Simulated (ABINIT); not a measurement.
## LiNbO3 (R3c): G0W0 with ABINIT, start to end

How does a plane-wave GW calculation on LiNbO3 (R3c) run from the first input to the gap?

Main program and level: ABINIT 10.8.3; PBE and many-body steps on it, plane waves.

This is a report of a sequence of runs, with most program output left out.

## 1. The structure

The structure is trigonal, space group R3c (No. 161). Conventional cell: a = 5.152 Å, b = 5.152 Å, c = 13.869 Å, α = 90.00°, β = 90.00°, γ = 120.00°. Li has 6 O at 2.07 to 2.24 Å nearest. Nearest to Nb lie 6 O at 1.88 to 2.13 Å. O has 2 Nb at 1.88 to 2.13 Å and 2 Li at 2.07 to 2.24 Å nearest. Farther neighbours and most contacts between anions are not listed.

As a file:

```cif
data_structure
_symmetry_space_group_name_H-M 'P 1'
_symmetry_Int_Tables_number 1
_cell_length_a 5.4971
_cell_length_b 5.4971
_cell_length_c 5.4971
_cell_angle_alpha 55.883
_cell_angle_beta 55.883
_cell_angle_gamma 55.883
_cell_volume 106.25
loop_
_atom_site_label
_atom_site_type_symbol
_atom_site_fract_x
_atom_site_fract_y
_atom_site_fract_z
_atom_site_occupancy
Li1 Li 0.28150 0.28150 0.28150 1
Li2 Li 0.78150 0.78150 0.78150 1
Nb3 Nb 0.00006 0.00006 0.00006 1
Nb4 Nb 0.50006 0.50006 0.50006 1
O5 O 0.11231 0.35836 0.71959 1
O6 O 0.71959 0.11231 0.35836 1
O7 O 0.35836 0.71959 0.11231 1
O8 O 0.21959 0.85836 0.61231 1
O9 O 0.85836 0.61231 0.21959 1
O10 O 0.61231 0.21959 0.85836 1
```

The cell and positions come from the Crystallography Open Database and are kept as given unless a step says otherwise.

## 2. Ground state

This step: ABINIT 10.8.3; DFT, PBE, plane waves, norm-conserving pseudopotentials.

The ground-state density comes first.

File run.abi:

```
acell 3*1.0 Angstrom
rprim 
  2.575800000019 1.487138823389 4.623000000000
  -2.575800000018 1.487138823389 4.623000000000
  0.000000000000 -2.974277646779 4.623000000000
ntypat 3
znucl 3 41 8
natom 10
typat 1 1 2 2 3 3 3 3 3 3
xred 
  0.281500000000 0.281500000000 0.281500000000
  0.781500000000 0.781500000000 0.781500000000
  0.000055000000 0.000055000000 0.000055000000
  0.500055000000 0.500055000000 0.500055000000
  0.112310000000 0.358360000000 0.719590000000
  0.719590000000 0.112310000000 0.358360000000
  0.358360000000 0.719590000000 0.112310000000
  0.219590000000 0.858360000000 0.612310000000
  0.858360000000 0.612310000000 0.219590000000
  0.612310000000 0.219590000000 0.858360000000
pp_dirpath "pseudos"
pseudos "Li.upf, Nb.upf, O.upf"
ecut 37
ngkpt 4 4 4
nshiftk 1
shiftk 0 0 0
kptopt 1
chksymbreak 0
nband 43
occopt 1
tolvrs 1e-08
nstep 60
prtwf 0
optforces 0
optstress 0
indata_prefix "in"
outdata_prefix "out"
tmpdata_prefix "tmp"
```

On the command line:

```bash
OMP_NUM_THREADS=1 mpirun -n 4 abinit run.abi > log
```

Run time: 93 s. Hardware: 4 MPI ranks of Arm Neoverse V1, shared host; peak memory 0.5 GiB; 6.2 min of CPU time.

This step gave:

```
total energy               : -6494.6032 eV
gap                        : 3.616 eV
k of the valence top       : 0, 0, 0
k of the conduction bottom : 0.5, 0.25, 0
least direct gap           : 3.618 eV
```

The gap is indirect, with the least direct gap 0.002 eV higher.

## 3. Bands along the symmetry lines

Levels along a band path, at the cheap level, show where the edges lie and whether the meshes to come will hold them.

Edit run.abi of step 2 so:

```diff
@@ -23,14 +23,45 @@
 ecut 37
-ngkpt 4 4 4
-nshiftk 1
-shiftk 0 0 0
-kptopt 1
-chksymbreak 0
-nband 43
-occopt 1
-tolvrs 1e-08
-nstep 60
+iscf -2
+irdden 1
+kptopt 0
+nkpt 31
+kpt 
+  0.00000000 0.00000000 0.00000000
+  -0.12500000 -0.12500000 -0.12500000
+  -0.25000000 -0.25000000 -0.25000000
+  -0.37500000 -0.37500000 -0.37500000
+  -0.50000000 -0.50000000 -0.50000000
+  -0.50000000 -0.43391329 -0.56608671
+  -0.50000000 -0.36782657 -0.63217342
+  -0.50000000 -0.30173986 -0.69826014
+  -0.50000000 -0.23565315 -0.76434685
+  -0.23565315 0.23565315 -0.50000000
+  -0.17673986 0.17673986 -0.50000000
+  -0.11782658 0.11782658 -0.50000000
+  -0.05891329 0.05891329 -0.50000000
+  0.00000000 0.00000000 -0.50000000
+  0.00000000 0.00000000 -0.37500000
+  0.00000000 0.00000000 -0.25000000
+  0.00000000 0.00000000 -0.12500000
+  0.00000000 0.00000000 0.00000000
+  0.00000000 0.09195664 -0.09195664
+  0.00000000 0.18391329 -0.18391329
+  0.00000000 0.27586993 -0.27586993
+  0.00000000 0.36782657 -0.36782657
+  -0.36782657 0.00000000 -0.63217343
+  -0.40086993 0.00000000 -0.59913007
+  -0.43391329 0.00000000 -0.56608671
+  -0.46695664 0.00000000 -0.53304336
+  -0.50000000 0.00000000 -0.50000000
+  -0.37500000 0.00000000 -0.37500000
+  -0.25000000 0.00000000 -0.25000000
+  -0.12500000 0.00000000 -0.12500000
+  0.00000000 0.00000000 0.00000000
+istwfk *1
+nband 48
+nbdbuf 9
+tolwfr 1e-07
+nstep 50
 prtwf 0
-optforces 0
-optstress 0
+prtvol 0
 indata_prefix "in"
```

It took 65 s on 4 MPI ranks; peak memory 0.51 GiB; 4.3 min of CPU time.

This step gave:

- gap: 3.585 eV
- k of the valence top: -0.125, -0.125, -0.125
- k of the conduction bottom: -0.125, 0, -0.125
- least direct gap: 3.618 eV

The gap is 3.585 eV, −0.031 eV from the run before at this level.

The electronic bands at the labelled points (eV, zero at the top of the highest filled band):

```
     point  band 31  band 32  band 33  band 34  band 35  band 36  band 37  band 38
         Γ    -0.70    -0.48    -0.01    -0.01     3.61     3.61     4.08     5.19
   halfway    -0.62    -0.42    -0.03    -0.03     4.03     4.03     4.24     5.13
         T    -0.32    -0.32    -0.32    -0.32     4.66     4.66     4.86     4.86
   halfway    -0.57    -0.57    -0.26    -0.26     4.32     4.32     4.81     4.81
        H2    -0.58    -0.58    -0.26    -0.26     3.93     3.93     4.77     4.77
jump to H0    -0.58    -0.58    -0.26    -0.26     3.93     3.93     4.77     4.77
   halfway    -0.47    -0.47    -0.18    -0.18     3.82     3.82     4.78     4.78
         L    -0.30    -0.30    -0.22    -0.22     3.91     3.91     4.74     4.74
   halfway    -0.47    -0.41    -0.21    -0.08     3.66     3.77     4.21     4.92
         Γ    -0.70    -0.48    -0.01    -0.01     3.61     3.61     4.08     5.19
   halfway    -0.50    -0.34    -0.29    -0.06     3.70     3.97     4.21     4.74
        S0    -0.71    -0.50    -0.40    -0.11     3.59     4.11     4.70     4.78
jump to S2    -0.71    -0.50    -0.40    -0.11     3.59     4.11     4.70     4.78
   halfway    -0.72    -0.60    -0.43    -0.15     3.62     4.16     4.63     4.76
         F    -0.71    -0.65    -0.48    -0.19     3.70     4.18     4.63     4.68
   halfway    -0.70    -0.37    -0.30    -0.09     3.67     4.15     4.26     4.72
         Γ    -0.70    -0.48    -0.01    -0.01     3.61     3.61     4.08     5.19
```

## 4. Empty states on the mesh, 2×2×2 mesh, 220 bands

The sums over transitions need many empty states on a uniform mesh; this step solves for them.

File run.abi:

```
acell 3*1.0 Angstrom
rprim 
  2.575800000019 1.487138823389 4.623000000000
  -2.575800000018 1.487138823389 4.623000000000
  0.000000000000 -2.974277646779 4.623000000000
ntypat 3
znucl 3 41 8
natom 10
typat 1 1 2 2 3 3 3 3 3 3
xred 
  0.281500000000 0.281500000000 0.281500000000
  0.781500000000 0.781500000000 0.781500000000
  0.000055000000 0.000055000000 0.000055000000
  0.500055000000 0.500055000000 0.500055000000
  0.112310000000 0.358360000000 0.719590000000
  0.719590000000 0.112310000000 0.358360000000
  0.358360000000 0.719590000000 0.112310000000
  0.219590000000 0.858360000000 0.612310000000
  0.858360000000 0.612310000000 0.219590000000
  0.612310000000 0.219590000000 0.858360000000
pp_dirpath "pseudos"
pseudos "Li.upf, Nb.upf, O.upf"
ecut 37
ngkpt 2 2 2
nshiftk 1
shiftk 0 0 0
kptopt 1
chksymbreak 0
iscf -2
irdden 1
istwfk *1
nband 220
nbdbuf 20
tolwfr 1e-09
nstep 60
prtvol 0
indata_prefix "in"
outdata_prefix "out"
tmpdata_prefix "tmp"
```

The job ended after 89 s (4 MPI ranks; peak memory 0.51 GiB; 5.9 min of CPU time).

Numbers from this step:

- gap: 3.618 eV
- k of the valence top: 0, 0, 0
- k of the conduction bottom: 0, 0, 0
- least direct gap: 3.618 eV
- k points computed: 4
- lowest point of the top converged band, above the valence top: 69.9991 eV

On this mesh the gap is 3.618 eV.

## 5. Screening, 2×2×2 mesh, 200 bands, screening to 106.1 eV

The RPA dielectric matrix is built and inverted for each q.

This step: RPA screening on PBE, plane waves, norm-conserving pseudopotentials.

Edit run.abi of step 4 so:

```diff
@@ -28,10 +28,11 @@
 chksymbreak 0
-iscf -2
-irdden 1
 istwfk *1
-nband 220
-nbdbuf 20
-tolwfr 1e-09
-nstep 60
-prtvol 0
+occopt 1
+irdwfk 1
+optdriver 3
+nband 200
+ecuteps 3.9
+inclvkb 2
+awtr 1
+symchi 1
 indata_prefix "in"
```

Run time: 74 s. Hardware: 4 MPI ranks; peak memory 1.9 GiB; 4.9 min of CPU time.

Numbers from this step:

* ε∞ with local fields, on this mesh, along the program's q direction: 5.195
* the same without local fields: 5.799
* plasma frequency: 29.71 eV
* plane waves in the screening matrix: 277

Local fields lower ε∞ by 10 %. On a Γ-centred mesh this coarse the value itself is usually too large, while a short band sum pulls it down.

## 6. Self-energy, 2×2×2 mesh, 200 bands, screening to 106.1 eV

The self-energy is evaluated for the states that the input lists, and the levels follow from it, in one-shot runs by the linearised quasiparticle equation.

This step: G0W0 on PBE, plane waves, norm-conserving pseudopotentials.

Edit run.abi of step 5 so:

```diff
@@ -31,8 +31,21 @@
 irdwfk 1
-optdriver 3
+optdriver 4
 nband 200
+gwcalctyp 0
+ecutsigx 37
+symsigma 1
+nkptgw 4
+kptgw 
+  0.0000000000 0.0000000000 0.0000000000
+  0.5000000000 0.0000000000 0.0000000000
+  0.5000000000 0.5000000000 0.0000000000
+  0.5000000000 0.5000000000 0.5000000000
+bdgw 
+  17 40
+  17 40
+  17 40
+  17 40
 ecuteps 3.9
-inclvkb 2
-awtr 1
-symchi 1
+irdscr 1
+ppmodel 1
 indata_prefix "in"
```

Elapsed: 1.9 min, on 4 MPI ranks; peak memory 2.4 GiB; 7.6 min of CPU time.

Numbers from this step:

```
G0W0 gap on the mesh                         : 5.071 eV
starting gap on the mesh                     : 3.618 eV
k of the valence top                         : 0, 0, 0
k of the conduction bottom                   : 0, 0, 0
Z at the valence top                         : 0.779
Z at the conduction bottom                   : 0.819
least direct G0W0 gap on the computed points : 5.071 eV
```

The gap on the mesh goes from 3.62 eV to 5.07 eV, a correction of +1.45 eV.

Limits: finite bands, cutoff and mesh; no spin-orbit coupling; coarse k mesh. v1 is the top filled band, c1 the lowest empty one. Levels before and after the correction, in eV, zero at the valence-band top of each column:

```
           conduction bottom  valence top
Kohn-Sham               3.62         0.00
     G0W0               5.07         0.00
```

```
             level  energy (eV)
Kohn-Sham     Γ v4       -0.687
Kohn-Sham     Γ v3       -0.473
Kohn-Sham  Γ v2-v1        0.000
Kohn-Sham  Γ c1-c2        3.618
Kohn-Sham     Γ c3        4.086
Kohn-Sham     Γ c4        5.197
     G0W0     Γ v4       -0.757
     G0W0     Γ v3       -0.574
     G0W0  Γ v2-v1        0.000
     G0W0  Γ c1-c2        5.071
     G0W0     Γ c3        5.552
     G0W0     Γ c4        6.900
```

## 7. Where the time went

Times are wall times on 4 MPI ranks of Arm Neoverse V1, shared host, good to a factor of about two.

```
                          step     time  share  memory (GiB)
                  ground state     93 s   21 %           0.5
bands along the symmetry lines     65 s   15 %          0.51
      empty states on the mesh     89 s   20 %          0.51
                     screening     74 s   17 %           1.9
                   self-energy  1.9 min   26 %           2.4
```

## 8. Results

| Item | Value |
| --- | --- |
| PBE gap | 3.58 eV, indirect (only 34 meV under the direct gap) |
| G0W0 gap on the mesh | 5.07 eV |
| G0W0 gap over the zone (rigid shift) | 5.04 eV |
| GW settings | 2×2×2 mesh, 200 bands, screening to 106.1 eV, Godby-Needs plasmon pole |
| known limits | not at the basis limit; no spin-orbit coupling; coarse k mesh |

What this shows: G0W0 moves the gap on the mesh from 3.62 eV to 5.07 eV (+1.45 eV), with Z of 0.78 and 0.82 at the edges. The mesh misses the band edges by 0.03 eV in all; a rigid shift gives 5.04 eV for the zone. Local fields lower the RPA ε∞ on this mesh from 5.80 to 5.20; a Γ-centred mesh this coarse tends to raise both, most where the direct gap is narrow, while a short band sum lowers them. Bands and cutoff are finite, so the gap is not at the basis limit. The miss can reach some tenths of an eV and take either sign; the mesh is an error of its own. The 2×2×2 mesh is coarse for this cell, which bears on the long-range parts of exchange and screening. The many-body steps are scalar-relativistic: spin-orbit coupling is not in them.

[Paths, hosts, dates, memory and timing lines, banners, echoed tables and standing remarks are left out of the program output.]

[Logs are printed without paths, hosts, clocks, repeated set-up lines and the standing remarks that a program may print on its own settings, such as how far it seeks lower states.]

[Runs of the session that timed out or met a known fault of the program may be left out.]

[Hosts, paths, dates, database ids (printed as entryN), source tags and the programs' standing remarks are cut or masked in the printed files.]

[G0W0 gaps are taken among the corrected bands and points alone; a level outside them can change the order at an edge.]

[Where Ansatz stands beside ABINIT at settings called matched, ABINIT's density can come from a denser mesh and the files from another edition; pairs whose starting gaps differed by over 0.03 eV were left out, so agreement reads better than it is.]
